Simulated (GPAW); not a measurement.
Entries from a set of simulations; values are calculated unless marked as measured.

```json
{"subject": "A GW chain in GPAW: SrHfN2 (R-3m)", "lattice_ang": [[1.6784, 0.969, 5.922], [-1.6784, 0.969, 5.922], [-0.0, -1.938, 5.922]], "atoms": [["Sr", 0.0, 0.0, 0.0], ["Hf", 0.5, 0.5, 0.5], ["N", 0.2326, 0.2326, 0.2326], ["N", 0.7674, 0.7674, 0.7674]], "method": "DFT, LDA, plane waves, PAW (and 1 further level or step)", "program": "GPAW 26.7.0", "settings_of_one_run": "cutoff 600 eV, GPAW PAW setups 1.2.1 data release, 4×4×4 k-mesh, nbands 204", "cost": "3 runs, 3.1 min in all on 4 MPI ranks of Arm Neoverse V2, shared host (the runs of this entry)", "notes": "The cell and positions are those that the Materials Project relaxed with its own functionals (PBE, PBE+U or r2SCAN), kept fixed. Limits: no spin-orbit coupling. Bands and cutoff are finite, so the gap is not at the basis limit. The miss can reach some tenths of an eV and take either sign; the mesh is an error of its own.", "results": {"lda_gap": "0.25 eV, indirect", "g0w0_gap_on_the_mesh": "0.79 eV", "gw_settings": "4×4×4 mesh, 90 bands, screening to 78 eV, Godby-Needs plasmon pole", "known_limits": "not at the basis limit; no spin-orbit coupling"}}
```

[Paths, hosts, dates, memory and timing lines, banners, echoed tables and standing remarks are left out of the program output.]

[Logs are printed without paths, hosts, clocks, repeated set-up lines and the standing remarks that a program may print on its own settings, such as how far it seeks lower states.]

[Runs of the session that timed out or met a known fault of the program may be left out.]

[Hosts, paths, dates, database ids (printed as entryN), source tags and the programs' standing remarks are cut or masked in the printed files.]
